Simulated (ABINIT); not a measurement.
# Quasiparticle gap of InP (F-43m) in ABINIT

Aim: the G0W0 gap of InP (F-43m) on PBE, step by step.

Calculated with ABINIT 10.8.3; PBE and many-body steps on it, plane waves.

The database entry behind the starting cell differs from later determinations by our own check (0.1 to 0.3 % short, probably kX units), so it need not match the best structure at ambient conditions.

## 1. Starting point

Symmetry: F-43m, No. 216, cubic system. The conventional cell has a = 5.861 Å, b = 5.861 Å, c = 5.861 Å, α = 90.00°, β = 90.00°, γ = 90.00°. Nearest to In lie 4 P at 2.54 Å. Nearest to P lie 4 In at 2.54 Å. Farther neighbours are not listed.

The cell and positions come from the Crystallography Open Database and are kept as given unless a step says otherwise.

## 2. Ground state

This step: ABINIT 10.8.3; DFT, PBE, plane waves, norm-conserving pseudopotentials.

The ground-state density comes first.

run.abi reads:

```
acell 3*1.0 Angstrom
rprim 
  -0.000000000000 2.930500000000 2.930500000000
  2.930500000000 -0.000000000000 2.930500000000
  2.930500000000 2.930500000000 -0.000000000000
ntypat 2
znucl 49 15
natom 2
typat 1 2
xred 
  0.000000000000 0.000000000000 0.000000000000
  0.250000000000 0.250000000000 0.250000000000
pp_dirpath "pseudos"
pseudos "In.upf, P.upf"
ecut 31
ngkpt 6 6 6
nshiftk 1
shiftk 0 0 0
kptopt 1
chksymbreak 0
nband 14
occopt 1
tolvrs 1e-10
nstep 60
prtwf 0
optforces 0
optstress 0
indata_prefix "in"
outdata_prefix "out"
tmpdata_prefix "tmp"
```

Launch:

```console
> OMP_NUM_THREADS=1 mpirun -n 4 abinit run.abi > log
```

Numbers of over 12 decimals in the logs are rounded to 6 here.

Log:

```text
.Version 10.8.3 of ABINIT. v10.8.2 released Aug 2026.

 Symmetries : space group F-4 3 m (#216); Bravais cF (face-center cubic)
================================================================================
 Values of the parameters that define the memory need of the present run
     intxc =       0    ionmov =       0      iscf =       7    lmnmax =       6
     lnmax =       6     mgfft =      40  mpssoang =       3    mqgrid =    3001
     natom =       2  nloc_mem =       1    nspden =       1   nspinor =       1
    nsppol =       1      nsym =      24    n1xccc =    2501    ntypat =       2
    occopt =       1   xclevel =       2
-    mband =          14        mffmem =           1         mkmem =           4
       mpw =        2822          nfft =       64000          nkpt =          16
================================================================================
  Rough estimation (10% accuracy) of disk space for files :
================================================================================

--------------------------------------------------------------------------------
------------- Echo of variables that govern the present computation ------------
--------------------------------------------------------------------------------
 -outvars: echo values of preprocessed input variables --------
            acell      1.8897261259E+00  1.8897261259E+00  1.8897261259E+00 Bohr

      chksymbreak           0
             ecut      3.10000000E+01 Hartree
-          fftalg         312

              ixc     -101130
              kpt      0.00000000E+00  0.00000000E+00  0.00000000E+00
                       1.66666667E-01  0.00000000E+00  0.00000000E+00
                       3.33333333E-01  0.00000000E+00  0.00000000E+00
                       5.00000000E-01  0.00000000E+00  0.00000000E+00
                       1.66666667E-01  1.66666667E-01  0.00000000E+00
                       3.33333333E-01  1.66666667E-01  0.00000000E+00
                       5.00000000E-01  1.66666667E-01  0.00000000E+00
                      -3.33333333E-01  1.66666667E-01  0.00000000E+00
                      -1.66666667E-01  1.66666667E-01  0.00000000E+00
   [... 5 further rows ...]
                      -3.33333333E-01  3.33333333E-01  1.66666667E-01
                      -3.33333333E-01  5.00000000E-01  1.66666667E-01
         kptrlatt        6    0    0      0    6    0      0    0    6
          kptrlen      4.69901511E+01
P           mkmem           4
            natom           2
            nband          14
            ngfft          40      40      40
             nkpt          16
            nstep          60
             nsym          24
           ntypat           2
              occ      2.000000  2.000000  2.000000  2.000000  2.000000  2.000000
                       2.000000  2.000000  2.000000  0.000000  0.000000  0.000000
                       0.000000  0.000000
        optforces           0
        optstress           0
            prtwf           0
            rprim     -0.0000000000E+00  2.9305000000E+00  2.9305000000E+00
[...]
spgroup         216

           tolvrs      1.00000000E-10

             xred      0.0000000000E+00  0.0000000000E+00  0.0000000000E+00
[...]
znucl       49.00000   15.00000

================================================================================

 chkinp: Checking input parameters for consistency.

================================================================================
== DATASET  1 ==================================================================
-   mpi_nproc: 4, omp_nthreads: 1 (-1 if OMP is not activated)

--- !DatasetInfo
iteration_state: {dtset: 1, }
dimensions: {natom: 2, nkpt: 16, mband: 14, nsppol: 1, nspinor: 1, nspden: 1, mpw: 2822, }
cutoff_energies: {ecut:  31.0, pawecutdg:  -1.0, }
electrons: {nelect:   1.80000000E+01, charge:   0.00000000E+00, occopt:   1.00000000E+00, tsmear:   1.00000000E-02, }

 Real(R)+Recip(G) space primitive vectors, cartesian coordinates (Bohr,Bohr^-1):
 R(1)=  0.0000000  5.5378424  5.5378424  G(1)= -0.0902879  0.0902879  0.0902879
 R(2)=  5.5378424  0.0000000  5.5378424  G(2)=  0.0902879 -0.0902879  0.0902879
 R(3)=  5.5378424  5.5378424  0.0000000  G(3)=  0.0902879  0.0902879 -0.0902879
 Unit cell volume ucvol=  3.3966576E+02 bohr^3
 Angles (23,13,12)=  6.00000000E+01  6.00000000E+01  6.00000000E+01 degrees

 getcut: wavevector=  0.0000  0.0000  0.0000  ngfft=  40  40  40
         ecut(hartree)=     31.000   => boxcut(ratio)=   2.03779

--- Pseudopotential description ------------------------------------------------
- In Generated using ONCVPSP code by D. R. Hamann
- 49.00000  13.00000  171031                  znucl, zion, pspdat
12 -101130 2 -1 1964                          pspcod,pspxc,lmax,lloc,mmax
     nproj     2     2     2
  pspatm : epsatm=   25.32675051
         --- l  ekb(1:nproj) -->
[...]
pspatm: atomic psp has been read  and splines computed

- P Generated using ONCVPSP code by D. R. Hamann
- 15.00000   5.00000  171031                  znucl, zion, pspdat
12 -101130 2 -1 1298                          pspcod,pspxc,lmax,lloc,mmax
     nproj     2     2     2
  pspatm : epsatm=    8.05910421
         --- l  ekb(1:nproj) -->
[...]
2   -3.154982   -0.827415
 pspatm: atomic psp has been read  and splines computed

   6.00945385E+02                                ecore*ucvol(ha*bohr**3)
--------------------------------------------------------------------------------

_setup2: Arith. and geom. avg. npw (full set) are    2798.199    2798.174

================================================================================

--- !BeginCycle
iteration_state: {dtset: 1, }
solver: {iscf: 7, nstep: 60, nline: 4, wfoptalg: 0, }
tolerances: {tolvrs: 1.00E-10, }

     iter   Etot(hartree)      deltaE(h)  residm     vres2
 ETOT  1  -72.812342904482    -7.281E+01 5.223E-01 1.830E+02
 ETOT  2  -73.384043401442    -5.717E-01 5.300E-02 5.271E+01
 ETOT  3  -73.392753704527    -8.710E-03 4.744E-03 1.639E+00
 ETOT  4  -73.392905714223    -1.520E-04 1.546E-03 2.012E-01
 ETOT  5  -73.392918610893    -1.290E-05 3.180E-04 1.624E-02
 ETOT  6  -73.392921040799    -2.430E-06 2.199E-04 2.341E-03
 ETOT  7  -73.392921388656    -3.479E-07 1.342E-04 1.854E-05
 ETOT  8  -73.392921392600    -3.945E-09 1.690E-04 2.478E-07
 ETOT  9  -73.392921392678    -7.778E-11 1.097E-04 1.132E-07
 ETOT 10  -73.392921392694    -1.586E-11 1.218E-04 2.161E-09
 ETOT 11  -73.392921392693     1.350E-12 7.590E-05 9.080E-11

 At SCF step   11       vres2   =  9.08E-11 < tolvrs=  1.00E-10 =>converged.

--- !ResultsGS
iteration_state: {dtset: 1, }
comment   : Summary of ground state results
lattice_vectors:
- [ -0.0000000,   5.5378424,   5.5378424, ]
- [  5.5378424,  -0.0000000,   5.5378424, ]
- [  5.5378424,   5.5378424,  -0.0000000, ]
lattice_lengths: [   7.83169,    7.83169,    7.83169, ]
lattice_angles: [ 60.000,  60.000,  60.000, ] # degrees, (23, 13, 12)
lattice_volume:   3.3966576E+02
convergence: {deltae:  1.350E-12, res2:  9.080E-11, residm:  7.590E-05, diffor:  0.000E+00, }
etotal    :  -7.33929214E+01
entropy   :   0.00000000E+00
fermie    :   1.64403255E-01
cartesian_stress_tensor: null
pressure_GPa: null
xred      :
- [  0.0000E+00,   0.0000E+00,   0.0000E+00, In]
- [  2.5000E-01,   2.5000E-01,   2.5000E-01,  P]
cartesian_forces: null
force_length_stats: {min: null, max: null, mean: null, }

 Integrated electronic density in atomic spheres:
 ------------------------------------------------
 Atom  Sphere_radius  Integrated_density
    1        2.00000          9.92062456
    2        2.00000          2.78261815
================================================================================

 ----iterations are completed or convergence reached----

 Mean square residual over all n,k,spin=   34.505E-08; max=  75.905E-06
 reduced coordinates (array xred) for    2 atoms
       0.000000000000      0.000000000000      0.000000000000
       0.250000000000      0.250000000000      0.250000000000
 rms dE/dt=  0.0000E+00; max dE/dt=  0.0000E+00; dE/dt below (all hartree)
    1       0.000000000000      0.000000000000      0.000000000000
    2       0.000000000000      0.000000000000      0.000000000000

 cartesian coordinates (angstrom) at end:
    1      0.000000     0.000000     0.000000
    2      1.465250     1.465250     1.465250
 length scales=  1.889726125908  1.889726125908  1.889726125908 bohr
              =  1.000000000000  1.000000000000  1.000000000000 angstroms
 prteigrs : about to open file out_EIG
 Fermi (or HOMO) energy (hartree) =   0.16440   Average Vxc (hartree)=  -0.34602
 Eigenvalues (hartree) for nkpt=  16  k points:
 kpt#   1, nband= 14, wtk=  0.00463, kpt=  0.0000  0.0000  0.0000 (reduced coord)
  -0.35918   -0.35918   -0.35918   -0.35371   -0.35371   -0.25890    0.16440    0.16440
   0.16440    0.19047    0.31464    0.31464    0.31464    0.47994
 prteigrs : prtvol=0 or 1, do not print more k-points.

--- !EnergyTerms
iteration_state     : {dtset: 1, }
comment             : Components of total free energy in Hartree
kinetic             :  4.44208292972661E+01
hartree             :  1.84137485604759E+01
xc                  : -2.21161425472480E+01
Ewald energy        : -4.48602020677458E+01
psp_core            :  1.76922565987534E+00
local_psp           : -5.72045014625147E+01
non_local_psp       : -1.38158788328015E+01
total_energy        : -7.33929213926927E+01
total_energy_eV     : -1.99712313173748E+03
band_energy         : -3.60621700488078E+00

== END DATASET(S) ==============================================================
================================================================================

 -outvars: echo values of variables after computation  --------
           etotal     -7.3392921393E+01
            nband          14
             nkpt          16
          spgroup         216
 [... the other variables as echoed above ...]

 Calculation completed.
```

Wall time 9.3 s (4 MPI ranks of Arm Neoverse V1, shared host); peak memory 0.29 GiB.

Numbers from this step:

```
total energy               : -1997.1231 eV
gap                        : 0.7094 eV
k of the valence top       : 0, 0, 0
k of the conduction bottom : 0, 0, 0
least direct gap           : 0.7094 eV
```

The gap is direct, at Γ.

(Continued in part 2 of 3.)

[Paths, hosts, dates, memory and timing lines, banners, echoed tables and standing remarks are left out of the program output.]

[Logs are printed without paths, hosts, clocks, repeated set-up lines and the standing remarks that a program may print on its own settings, such as how far it seeks lower states.]

[Runs of the session that timed out or met a known fault of the program may be left out.]

[Hosts, paths, dates, database ids (printed as entryN), source tags and the programs' standing remarks are cut or masked in the printed files.]

[G0W0 gaps are taken among the corrected bands and points alone; a level outside them can change the order at an edge.]

[Where Ansatz stands beside ABINIT at settings called matched, ABINIT's density can come from a denser mesh and the files from another edition; pairs whose starting gaps differed by over 0.03 eV were left out, so agreement reads better than it is.]
